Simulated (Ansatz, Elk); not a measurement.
# How far do independent atoms describe CuGe?, part 2 of 2

Structure refinements treat a crystal as free atoms side by side. For a made-up structure of CuGe (cell and positions from a PBEsol relaxation) the runs below show what the calculated density changes in F(hkl).

Elk 11.2.3 (patched build); all-electron DFT.

So far: The starting structure; Ground state and structure factors; The highest occupied states alone.

The structure was built from a prototype and need not be the compound's stable phase.

### 4. Another functional

Level of this step: DFT, PBEsol, all-electron APW+lo, Dirac cores, scalar-relativistic bands, static density, no spin (Elk).

The difference from free atoms is small, so it is set against the change that PBEsol makes.

Input file elk.in:

```
tasks
  0
  195

xctype
  22

spinpol
  .false.

rgkmax
  7.0

gmaxvr
  14.0

lmaxo
  7

lmaxapw
  8

swidth
  0.002

tshift
  .false.

ramdisk
  .false.

hmaxvr
  5.5

maxscl
  120

epspot
  1e-06

sppath
  './'

avec
  5.18252670095 -0.00000000000 0.00000000000
  -0.00000000000 5.18252670095 0.00000000000
  0.00000000000 0.00000000000 7.15008483652

atoms
  2
  'Ge.in'
  1
  0.5000000000 0.5000000000 0.5000000000   0.000000 0.000000 0.000000
  'Cu.in'
  1
  0.0000000000 -0.0000000000 0.0000000000   0.000000 0.000000 0.000000

ngridk
  8 8 6
```

Launch:

```bash
OMP_NUM_THREADS=4 elk
```

Numbers of over 12 decimals in the logs are rounded to 6 here.

What it wrote:

```text
┌─────────────────────────┐
│ Elk code version 11.2.3 │
└─────────────────────────┘

All units are atomic (Hartree, Bohr, etc.)

┌─────────────────────────────────────────────────┐
│ Ground-state run starting from atomic densities │
└─────────────────────────────────────────────────┘

Lattice vectors :
   5.182526701      -0.000000000       0.000000000
  -0.000000000       5.182526701       0.000000000
   0.000000000       0.000000000       7.150084837

Reciprocal lattice vectors :
   1.212378762       0.000000000      -0.000000000
[...]
species : 1 (Ge)
   atom 1                    :    30.55989104     (  0.3417992093E-03)
  species : 2 (Cu)
   atom 1                    :    28.20517516     (  0.1621853105E-03)
 total in muffin-tins        :    58.76506621
 total calculated charge     :    60.99898960
 total charge                :    61.00000000
 error                       :   0.1010399154E-02

┌──────────────────────────────┐
│ Self-consistent loop stopped │
└──────────────────────────────┘

Warning : core states of species 1 leak from the muffin-tin :   0.3417992093E-03

Warning : core states of species 2 leak from the muffin-tin :   0.1621853105E-03

Wrote STATE.OUT
[key lines of the parts left out:]
total energy                :     -3751.2452013870
```

Wall time 10 s (4 threads of Arm Neoverse V1, shared host); peak memory 0.17 GiB; 33 s of CPU time.

Against the first run R = 0.03 %; the largest change is -0.016 at 200.

### 5. A coarser k-mesh

About half the k-points along each axis test the sampling.

Edit elk.in of step 4 so:

```diff
@@ -5,3 +5,3 @@
 xctype
-  22
+  20
 
@@ -58,2 +58,2 @@
 ngridk
-  8 8 6
+  4 4 3
```

Launch:

```bash
OMP_NUM_THREADS=4 elk
```

What it wrote:

```text
┌─────────────────────────┐
│ Elk code version 11.2.3 │
└─────────────────────────┘

All units are atomic (Hartree, Bohr, etc.)

┌─────────────────────────────────────────────────┐
│ Ground-state run starting from atomic densities │
└─────────────────────────────────────────────────┘

Lattice vectors :
   5.182526701      -0.000000000       0.000000000
  -0.000000000       5.182526701       0.000000000
   0.000000000       0.000000000       7.150084837

Reciprocal lattice vectors :
   1.212378762       0.000000000      -0.000000000
[...]
species : 1 (Ge)
   atom 1                    :    30.56501504     (  0.3365273297E-03)
  species : 2 (Cu)
   atom 1                    :    28.18750538     (  0.1586453054E-03)
 total in muffin-tins        :    58.75252043
 total calculated charge     :    60.99904602
 total charge                :    61.00000000
 error                       :   0.9539794301E-03

┌──────────────────────────────┐
│ Self-consistent loop stopped │
└──────────────────────────────┘

Warning : core states of species 1 leak from the muffin-tin :   0.3365273297E-03

Warning : core states of species 2 leak from the muffin-tin :   0.1586453054E-03

Wrote STATE.OUT
[key lines of the parts left out:]
total energy                :     -3754.0909680780
```

Run time: 5.7 s. Hardware: 4 threads; peak memory 0.17 GiB.

Against the first run R = 0.02 %; the largest change is +0.024 at 100.

### 6. Basis size

A smaller basis shows how fast F responds to it; the change is likely larger than the basis error of the first run, but doesn't show convergence.

Edit elk.in of step 5 so:

```diff
@@ -11,3 +11,3 @@
 rgkmax
-  7.0
+  5.5
 
@@ -58,2 +58,2 @@
 ngridk
-  4 4 3
+  8 8 6
```

Launch:

```bash
OMP_NUM_THREADS=4 elk
```

What it wrote:

```text
┌─────────────────────────┐
│ Elk code version 11.2.3 │
└─────────────────────────┘

All units are atomic (Hartree, Bohr, etc.)

┌─────────────────────────────────────────────────┐
│ Ground-state run starting from atomic densities │
└─────────────────────────────────────────────────┘

Lattice vectors :
   5.182526701      -0.000000000       0.000000000
  -0.000000000       5.182526701       0.000000000
   0.000000000       0.000000000       7.150084837

Reciprocal lattice vectors :
   1.212378762       0.000000000      -0.000000000
[...]
species : 1 (Ge)
   atom 1                    :    30.54581534     (  0.3388624435E-03)
  species : 2 (Cu)
   atom 1                    :    28.16272199     (  0.1591439005E-03)
 total in muffin-tins        :    58.70853733
 total calculated charge     :    60.99927982
 total charge                :    61.00000000
 error                       :   0.7201849084E-03

┌──────────────────────────────┐
│ Self-consistent loop stopped │
└──────────────────────────────┘

Warning : core states of species 1 leak from the muffin-tin :   0.3388624435E-03

Warning : core states of species 2 leak from the muffin-tin :   0.1591439005E-03

Wrote STATE.OUT
[key lines of the parts left out:]
total energy                :     -3754.0454563281
```

Elapsed: 11 s, on 4 threads; peak memory 0.17 GiB; 34 s of CPU time.

Against the first run R = 0.03 %; the largest change is +0.041 at 200.

### 7. Settings against the effect

| run | R against the first run (%) | R against neutral atoms, low angle (%) | wall time |
| --- | --- | --- | --- |
| PBE, rgkmax 7 | 0.00 | 1.29 | 11 s |
| PBEsol | 0.03 | 1.32 | 10 s |
| k-mesh 4×4×3 | 0.02 | 1.31 | 5.7 s |
| rgkmax 5.5 | 0.03 | 1.31 | 11 s |

### 8. Summary of results

```json
{"R against neutral atoms, sin θ/λ < 0.3 Å⁻¹": "1.29 %", "R against neutral atoms, 0.3 to 0.83 Å⁻¹": "0.40 %"}
```

In words: Independent neutral atoms miss the calculated amplitudes by R = 1.29 % below 0.3 Å⁻¹ and 0.40 % from there to 0.83 Å⁻¹; by shells, 8.60 % below 0.15 Å⁻¹ (1 form), 1.24 % 0.15 to 0.3 (5 forms), 0.32 % 0.3 to 0.45 (8 forms), 0.42 % above 0.45 (47 forms). Bonding, aspherical density and the tables' own atoms all enter these figures, and the runs don't part them. The largest change of an amplitude is -0.47 electrons, at 002. The window's part falls from 14.8 electrons at the origin to at most 2.58 between 0.45 and 0.83 Å⁻¹, where compact states inside the window still scatter. Below 0.3 Å⁻¹ the changes that finished (PBEsol, k-mesh 4×4×3 and rgkmax 5.5) move F by R = 0.05 % at most, against the 1.29 % that separates it from free atoms. These runs have no spin, though d or f shells may be open. Part of the difference isn't bonding: the tables are fits to free atoms and ions calculated by other methods than this functional. Thermal motion, anomalous dispersion and extinction are left out.

[Logs are printed without paths, hosts, clocks, repeated set-up lines and the standing remarks that a program may print on its own settings, such as how far it seeks lower states.]

[Hosts, paths, dates, database ids (printed as entryN), source tags and the programs' standing remarks are cut or masked in the printed files.]
